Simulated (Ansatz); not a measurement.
# Lattice dynamics of Hg2Ge (model cell, started as cuprite)

Task: relax Hg2Ge (model cell, started as cuprite), then find its harmonic phonons.

Method: DFT PBEsol, scalar-relativistic, plane waves, PAW, in Ansatz 0.2.0.

This is a report of a sequence of runs, with most program output left out.

The structure was built from a prototype and need not be the compound's stable phase.

In doubt: the program warns that the response may not be converged on this k-mesh (step 5), which bears on the force constants and all frequencies.

## (1) The structure

The structure is cubic, space group Pn-3m (No. 224). The conventional cell has a = 6.137 Å, b = 6.137 Å, c = 6.137 Å, α = 90.00°, β = 90.00°, γ = 90.00°. Nearest to Ge lie 4 Hg at 2.66 Å. Hg has 2 Ge at 2.66 Å nearest. Farther neighbours are not listed.

## (2) Bringing the structure to rest, k-mesh 6×6×6, smearing width 0.1 eV

Harmonic phonons are second derivatives at a point where the forces vanish, and they are wanted at zero stress, so atoms and cell are relaxed first.

Contents of input.yaml:

```yaml
crystal:
  lattice:
    - [6.13746, 0.0, 0.0]
    - [0.0, 6.13746, 0.0]
    - [0.0, 0.0, 6.13746]
  atoms:
    - { symbol: Ge, position: [0.0, 0.0, 0.0] }
    - { symbol: Ge, position: [0.5, 0.5, 0.5] }
    - { symbol: Hg, position: [0.25, 0.25, 0.25] }
    - { symbol: Hg, position: [0.75, 0.75, 0.25] }
    - { symbol: Hg, position: [0.75, 0.25, 0.75] }
    - { symbol: Hg, position: [0.25, 0.75, 0.75] }
kpoints:
  mp_grid: { grid: [6, 6, 6] }
hamiltonian:
  xc: pbesol
scf:
  occupations: { method: gaussian, width: 0.1 }
output:
  forces: true
  stress: true
  eigenvalues: true
  write_density: true
  write_potential: true
  elf: true
  volumetric_format: npy
relax:
  adjacent_minimum: "off"
  f_tol: 0.005
  max_steps: 80
  cell: { stress_tol: 0.05 }
```

Run with:

```sh
ansatz run input.yaml --threads 8 --pin off --max-ram 14336MiB --backend cpu --events-out ev --progress --plain --runs-dir out
```

Run time: 15 s. Hardware: 8 threads of Arm Neoverse V1, shared host; peak memory 1 GiB.

The steps of the relaxation:

```csv
step,energy less that of the first step (eV),largest force component (eV/Å),pressure (GPa),volume (Å³)
1,0.0000,0.0000,-3.64,231.19
2,-0.4979,0.0000,-0.67,199.00
3,-0.5049,0.0000,0.39,192.90
4,-0.5071,0.0000,0.00,194.98
5*,-0.5015,0.0000,0.00,194.98
```

Relaxation steps marked * repeat the geometry before them on a plane-wave basis chosen anew for their cell, so energy and pressure can jump there.

The run keeps the 48 symmetry operations that it works with, so distortions that break them were not tested.

```csv
"conventional cell, symmetrised",before,after,change
a (Å),6.137,5.799,-5.5 %
b (Å),6.137,5.799,-5.5 %
c (Å),6.137,5.799,-5.5 %
volume (Å³/atom),38.53,32.50,-15.7 %
```

Final coordinates:

```xyz
6
Lattice="5.7987 0.0000 0.0000 0.0000 5.7987 0.0000 0.0000 0.0000 5.7987" Properties=species:S:1:pos:R:3 pbc="T T T"
Ge    0.0000    0.0000    0.0000
Ge    2.8993    2.8993    2.8993
Hg    1.4497    1.4497    1.4497
Hg    4.3490    4.3490    1.4497
Hg    4.3490    1.4497    4.3490
Hg    1.4497    4.3490    4.3490
```

This step gave:

```
pressure           : 0.002004 GPa
volume per atom    : 32.50 Å³
gap on the k-mesh  : 0.7212 eV
direct gap on mesh : 1.104 eV
```

Valence density in the ac plane at fractional y = 0.250, with atoms of Hg within 0.2 Å of it. It is the smooth field of the valence electrons, not physical close to the nuclei.

Values in e/Å³, 16 rows by 16 columns, each cell a mean:
```
 0  0  0  0  0  0  0  0  0  0  0  0  0  0  0  0
 0  0  0  0  0  0  0  0  0  0  1  2  2  1  1  0
 0  0  0  0  0  0  0  0  0  1  3  7  9  5  1  0
 0  0  0  0  0  0  0  0  0  1  5 12 15  9  2  0
 0  0  0  0  0  0  0  0  0  1  4 10 12  7  2  0
 0  0  0  0  0  0  0  0  0  0  1  4  5  3  1  0
 0  0  0  0  0  0  0  0  0  0  0  1  1  1  0  0
 0  0  0  0  0  0  0  0  0  0  0  0  0  0  0  0
 0  0  0  0  0  0  0  0  0  0  0  0  0  0  0  0
 0  0  1  2  2  1  1  0  0  0  0  0  0  0  0  0
 0  1  3  7  9  5  1  0  0  0  0  0  0  0  0  0
 0  1  5 12 15  9  2  0  0  0  0  0  0  0  0  0
 0  1  4 10 12  7  2  0  0  0  0  0  0  0  0  0
 0  0  2  4  5  3  1  0  0  0  0  0  0  0  0  0
 0  0  0  1  1  1  0  0  0  0  0  0  0  0  0  0
 0  0  0  0  0  0  0  0  0  0  0  0  0  0  0  0
```
Columns run along a (5.8 Å), rows up along c (5.8 Å). Atoms in or near the plane, at fractional coordinates: Hg at (0.25, 0.25), Hg at (0.75, 0.75).

ELF in the ac plane at fractional y = 0.250, with atoms of Hg within 0.2 Å of it. It is the smooth field of the valence electrons, not physical close to the nuclei.

Values, 16 rows by 16 columns, each cell a mean:
```
0.39 0.34 0.28 0.23 0.18 0.12 0.06 0.03 0.08 0.21 0.29 0.32 0.31 0.31 0.35 0.39
0.34 0.28 0.20 0.13 0.08 0.04 0.03 0.07 0.19 0.30 0.38 0.43 0.43 0.37 0.32 0.35
0.29 0.21 0.12 0.06 0.03 0.02 0.04 0.13 0.26 0.35 0.46 0.52 0.55 0.48 0.37 0.31
0.25 0.15 0.07 0.03 0.02 0.03 0.08 0.18 0.28 0.36 0.49 0.62 0.70 0.55 0.43 0.31
0.22 0.10 0.04 0.02 0.03 0.06 0.13 0.23 0.29 0.34 0.46 0.58 0.62 0.52 0.43 0.32
0.16 0.05 0.03 0.03 0.06 0.12 0.20 0.29 0.33 0.32 0.37 0.46 0.49 0.46 0.38 0.29
0.07 0.03 0.06 0.10 0.15 0.21 0.28 0.34 0.38 0.36 0.32 0.34 0.36 0.35 0.30 0.21
0.04 0.08 0.16 0.22 0.25 0.29 0.34 0.38 0.40 0.38 0.33 0.29 0.28 0.26 0.19 0.08
0.08 0.20 0.29 0.32 0.32 0.31 0.35 0.39 0.38 0.34 0.29 0.23 0.18 0.13 0.07 0.03
0.19 0.30 0.38 0.43 0.43 0.37 0.32 0.35 0.34 0.28 0.20 0.13 0.08 0.04 0.03 0.06
0.26 0.35 0.46 0.52 0.55 0.48 0.37 0.31 0.29 0.21 0.12 0.06 0.03 0.02 0.04 0.12
0.28 0.37 0.49 0.62 0.72 0.55 0.43 0.32 0.25 0.15 0.06 0.03 0.02 0.03 0.08 0.18
0.29 0.34 0.46 0.58 0.62 0.52 0.43 0.32 0.22 0.10 0.03 0.02 0.03 0.06 0.13 0.23
0.33 0.32 0.37 0.46 0.49 0.46 0.38 0.29 0.16 0.06 0.03 0.04 0.07 0.12 0.20 0.28
0.38 0.36 0.32 0.34 0.37 0.35 0.30 0.20 0.08 0.03 0.05 0.10 0.15 0.21 0.28 0.34
0.40 0.38 0.33 0.29 0.28 0.26 0.19 0.08 0.04 0.07 0.16 0.22 0.25 0.29 0.34 0.39
```
Columns run along a (5.8 Å), rows up along c (5.8 Å). Atoms in or near the plane, at fractional coordinates: Hg at (0.25, 0.25), Hg at (0.75, 0.75).

Electrostatic potential energy in the ac plane at fractional y = 0.250, with atoms of Hg within 0.2 Å of it. With pseudopotentials it is smooth inside the atoms' cores, unlike the true potential.

Ten even steps from '0' (-39 eV) to '9' (12 eV), each cell a mean:
```
9999999999988899
9999999998643579
9999999997300158
9999999996100038
9999999997100048
9999999998511369
9999999999876789
9999999999999999
9998889999999999
9864358999999999
9730005899999999
9610003899999999
9610004899999999
9851136999999999
9986678999999999
9999999999999999
```
Columns run along a (5.8 Å; values clipped at the 3rd and 97th percentile), rows up along c (5.8 Å). Atoms in or near the plane, at fractional coordinates: Hg at (0.25, 0.25), Hg at (0.75, 0.75).

In this step the volume went from 38.53 to 32.50 Å³/atom.

## (3) Relaxation, k-mesh 4×4×4, smearing width 0.02 eV

The relaxation is repeated from its end, on the mesh and smearing that suit the cell and gap now reached.

input.yaml, the sections that differ from step 2:

```yaml
crystal:
  lattice:
    - [5.7986974218, 0.0, 0.0]
    - [0.0, 5.7986974218, 0.0]
    - [0.0, 0.0, 5.7986974218]
  atoms:
    - { symbol: Ge, position: [0.0, 0.0, 0.0] }
    - { symbol: Ge, position: [0.5, 0.5, 0.5] }
    - { symbol: Hg, position: [0.25, 0.25, 0.25] }
    - { symbol: Hg, position: [0.75, 0.75, 0.25] }
    - { symbol: Hg, position: [0.75, 0.25, 0.75] }
    - { symbol: Hg, position: [0.25, 0.75, 0.75] }
kpoints:
  mp_grid: { grid: [4, 4, 4] }
scf:
  occupations: { method: gaussian, width: 0.02 }
# hamiltonian, output, relax: as in step 2
```

Wall time 3.6 s (8 threads); peak memory 0.8 GiB; 21 s of CPU time.

Little changed from the start: no atom moved by 0.005 Å and no cell edge by 0.1 %.

Numbers from this step:

| Item | Value |
| --- | --- |
| pressure | -2.11e-4 GPa |
| gap on the k-mesh | 0.7171 eV |
| direct gap on mesh | 1.099 eV |

In this step the volume went from 32.50 to 32.50 Å³/atom.

## (4) Relaxing to small forces for the phonons

Phonons need a cell at rest on their own settings, so the relaxation is repeated with tight tolerances on forces and stress, using the mesh and the filling of the phonon run that follows.

input.yaml, as its differences from that of step 3:

```diff
@@ -17,3 +17,3 @@
 scf:
-  occupations: { method: gaussian, width: 0.02 }
+  occupations: { method: fixed }
 output:
@@ -28,4 +28,4 @@
   adjacent_minimum: "off"
-  f_tol: 0.005
-  max_steps: 80
-  cell: { stress_tol: 0.05 }
+  f_tol: 0.001
+  max_steps: 60
+  cell: { stress_tol: 0.01 }
```

Run time: 3.2 s. Hardware: 8 threads; peak memory 0.8 GiB.

Little changed from the start: no atom moved by 0.005 Å and no cell edge by 0.1 %.

Numbers from this step:

| Item | Value |
| --- | --- |
| pressure | -2.09e-4 GPa |

ELF in the ac plane at fractional y = 0.250, with atoms of Hg within 0.2 Å of it. It is the smooth field of the valence electrons, not physical close to the nuclei.

Ten even steps from '0' (0.02) to '9' (0.72), each cell a mean:
```
5432210002344445
4321000024555544
3210000134677654
3100000234689754
2100001234688754
1000012344466653
0001123454444442
0022334555433320
0234444554322100
2455544443210000
3467764432100001
3468975431000002
3467875421000012
4456665320000123
5444444200011234
5543332000123345
```
Columns run along a (5.8 Å), rows up along c (5.8 Å). Atoms in or near the plane, at fractional coordinates: Hg at (0.25, 0.25), Hg at (0.75, 0.75).

Valence density in the ac plane at fractional y = 0.250, with atoms of Hg within 0.2 Å of it. It is the smooth field of the valence electrons, not physical close to the nuclei.

Ten steps, logarithmic in the rise over the least value, from '_' (0 e/Å³) to '@' (15 e/Å³), each cell a mean:
```
....________________..::::::....
..________________..--++**++--..
..______________..--**%%%%##++::
..______________..==##@@@@%%**::
________________..--##@@@@%%++::
________________..::==####**--..
______________......::--==--..__
________....................____
____..::::::........____________
__..--++**==--....______________
..--**%%%%##==::..______________
..==##@@@@%%**::..______________
..--##@@@@%%++::________________
..::++####**--..________________
....::--==--..________________..
............____________........
```
Columns run along a (5.8 Å), rows up along c (5.8 Å). Atoms in or near the plane, at fractional coordinates: Hg at (0.25, 0.25), Hg at (0.75, 0.75).

Electrostatic potential energy in the ac plane at fractional y = 0.250, with atoms of Hg within 0.2 Å of it. With pseudopotentials it is smooth inside the atoms' cores, unlike the true potential.

Ten even steps from '_' (-39 eV) to '@' (12 eV), each cell a mean:
```
@@@@@@@@@@@@@@@@@@@@@@%%%%%%@@@@
@@@@@@@@@@@@@@@@@@%%**==--++##@@
@@@@@@@@@@@@@@@@@@##--____..++%%
@@@@@@@@@@@@@@@@@@**..______--%%
@@@@@@@@@@@@@@@@@@##..______==%%
@@@@@@@@@@@@@@@@@@%%++....--**@@
@@@@@@@@@@@@@@@@@@@@%%##**##%%@@
@@@@@@@@@@@@@@@@@@@@@@@@@@@@@@@@
@@@@@@%%%%%%@@@@@@@@@@@@@@@@@@@@
@@%%**==--++%%@@@@@@@@@@@@@@@@@@
@@##--______++%%@@@@@@@@@@@@@@@@
@@**..______--%%@@@@@@@@@@@@@@@@
@@**..______==%%@@@@@@@@@@@@@@@@
@@%%++....--**@@@@@@@@@@@@@@@@@@
@@@@%%****##%%@@@@@@@@@@@@@@@@@@
@@@@@@@@@@@@@@@@@@@@@@@@@@@@@@@@
```
Columns run along a (5.8 Å; values clipped at the 3rd and 97th percentile), rows up along c (5.8 Å). Atoms in or near the plane, at fractional coordinates: Hg at (0.25, 0.25), Hg at (0.75, 0.75).

The forces vanish by symmetry and the pressure is 0.000 GPa, within the tolerances set. The cell now holds 32.50 Å³/atom.

## (5) Response at finite wavevector

The mesh has a single point along some directions, so zone-edge points there are not solved. Linear response on a 1×1×1 q mesh gives force constants as far as a supercell of that size would.

input.yaml, the sections that differ from step 4:

```yaml
output:
  eigenvalues: true
phonons:
  method: dfpt
  dielectric: true
  rigid_motions: translations
  raman: true
  qmesh: [1, 1, 1]
  temperatures: { t_max: 1000, t_step: 50 }
  qpath:
    path:
      - [[0.0, 0.0, 0.0], [0.0, 0.5, 0.0], [0.5, 0.5, 0.0], [0.0, 0.0, 0.0], [0.5, 0.5, 0.5], [0.0, 0.5, 0.0]]
      - [[0.5, 0.5, 0.5], [0.5, 0.5, 0.0]]
    npoints: 10
# crystal, kpoints, hamiltonian, scf: as in step 4
# relax: removed
```

Elapsed: 5.4 min, on 8 threads; peak memory 2.4 GiB; 38 min of CPU time.

Numbers from this step:

```
sum-rule residual before enforcement                          : 2.51e-5 eV/Å²
miss of the charge sum rule                                   : 0.1523 e
estimated error of the dielectric tensor                      : 0.1249
estimated error of the Born charges                           : 0.06471 e
point group                                                   : m-3m
highest optical mode at the zone centre (no LO-TO term)       : 240.3 cm⁻¹
lowest optical zone-centre mode                               : 15.21 cm⁻¹
mean high-frequency dielectric constant                       : 13.64
largest Born charge (third of the trace)                      : -0.3122 e
mean static dielectric constant                               : 17.49
top of the zone-centre spectrum with the field                : 241.3 cm⁻¹
lowest mode on the q mesh (acoustic modes at Γ apart)         : 15.21 cm⁻¹
highest frequency at a solved wavevector (no LO-TO term at Γ) : 240.3 cm⁻¹
```

Optical modes at the zone centre, without and with the macroscopic field of the longitudinal modes; each column is sorted by frequency, so a row need not hold one and the same mode. Modes with and without the field, by row:

```csv
rank among optical modes,no field (cm⁻¹),"q along (1, 0, 0) (cm⁻¹)"
1,15.2,15.2
2,15.2,15.2
3,15.2,15.2
4,56.5,56.5
5,56.5,56.5
6,56.5,62.9
7,62.9,62.9
8,62.9,63.7
9,142.8,142.8
10,183.9,183.9
11,183.9,183.9
12,183.9,183.9
13,240.3,240.3
14,240.3,240.3
15,240.3,241.3
```

Born charge (rows field, columns displacement) (e), principal values of the symmetric part by kind of site:

```csv
atom,atoms with these values,low,middle,high,mean
Ge1,2,-0.31,-0.31,-0.31,-0.31
Hg3,4,-1.17,-1.17,2.80,0.16
```

In full for Hg3:

```
0.16 1.32 1.32
1.32 0.16 1.32
1.32 1.32 0.16
```

High-frequency dielectric tensor:

```
13.64  0.00  0.00
 0.00 13.64  0.00
 0.00  0.00 13.64
```

Static dielectric tensor (ions relaxed, fixed cell):

```
17.49  0.00  0.00
 0.00 17.49  0.00
 0.00  0.00 17.49
```

Transverse modes. Infrared lines, with heights relative to the strongest:

```csv
position (cm⁻¹),label,relative intensity
15,T2u,0.0
56,T1u,100
63,Eu,0.0
143,A2u,0.0
184,T2g,0.0
240,T1u,55
```

Activity x (w_L - w)^4 (n + 1)/w, 532 nm, 300 K; the tensors are static ones, while 532 nm light lies above the computed direct gap, where resonance would change the heights; modes without the macroscopic field alone. Lines of the Raman spectrum (strongest = 100):

```csv
position (cm⁻¹),label,relative intensity
15,T2u,0.0
56,T1u,0.0
63,Eu,0.0
143,A2u,0.0
184,T2g,100
240,T1u,0.0
```

Frequencies (cm⁻¹) solved at each irreducible wavevector; negative means imaginary. Frequencies by wavevector, by row:

```csv
q in reciprocal lattice units,star,mode 1,mode 2,mode 3,mode 4,mode 16,mode 17,mode 18
0 0 0,1,0,0,0,15.2,240.3,240.3,240.3
```

Symmetry leaves 1 wavevectors to solve. The lowest mode among them, the acoustic zeros apart, lies at Γ and is real, 15.2 cm⁻¹.

The log warns of the k mesh: “the force constants stand on the 4×4×4 k-mesh, whose period is 8.01 times the interband length at k = (0.0000, 0.0000, 0.0000), direct gap 1.099 eV, under 14: take them and everything formed from them as unconverged”.

## (6) What came out

```
space group after relaxation (within 0.01 Å)            : Pn-3m
volume per atom                                         : 32.5 Å³
gap on the k-mesh                                       : 0.717 eV
highest optical mode at the zone centre (no LO-TO term) : 240 cm⁻¹
top of the zone-centre spectrum with the field          : 241 cm⁻¹
lowest optical zone-centre mode                         : 15.2 cm⁻¹
mean high-frequency dielectric constant                 : 13.6
mean static dielectric constant                         : 17.5
largest Born charge (third of the trace)                : -0.312 e
lowest mode on the q mesh (acoustic modes at Γ apart)   : 15.2 cm⁻¹
imaginary modes on the 1×1×1 q mesh                     : none
```

In words: The structure is a minimum as far as tested: no mode is imaginary at the 1 irreducible wavevectors of the 1×1×1 mesh, and the softest away from the acoustic zeros lies at 15 cm⁻¹. Without the field, the optical modes at Γ span 15 to 240 cm⁻¹. With the macroscopic field of the longitudinal modes the top of the zone-centre spectrum lies at 241 cm⁻¹, against 240 cm⁻¹ without it. Lattice motion raises the mean dielectric constant from 13.64 to 17.49. The strongest infrared line is at 56 cm⁻¹. Averaged over orientations, the strongest Raman line at 532 nm and 300 K is at 184 cm⁻¹. The tensors are the static, non-resonant ones, while 532 nm light (2.33 eV) lies above the computed gap. With the field response the log warns that the k mesh is coarse for the force constants too, so the frequencies may not be converged. The q mesh is too sparse to interpolate, so only the solved wavevectors are given. The program warns that the interpolation holds no quadrupole term, so branches close to Γ can be off in this crystal. Spin-orbit coupling is left out, which can matter for the heavy elements here. The starting cell was built on a prototype and not taken from a measurement, so the phase need not exist. These are harmonic frequencies at zero temperature: anharmonic shifts, linewidths and thermal expansion are left out.

[Logs are printed without paths, hosts, clocks, repeated set-up lines and the standing remarks that a program may print on its own settings, such as how far it seeks lower states.]

[Hosts, paths, dates, database ids (printed as entryN), source tags and the programs' standing remarks are cut or masked in the printed files.]
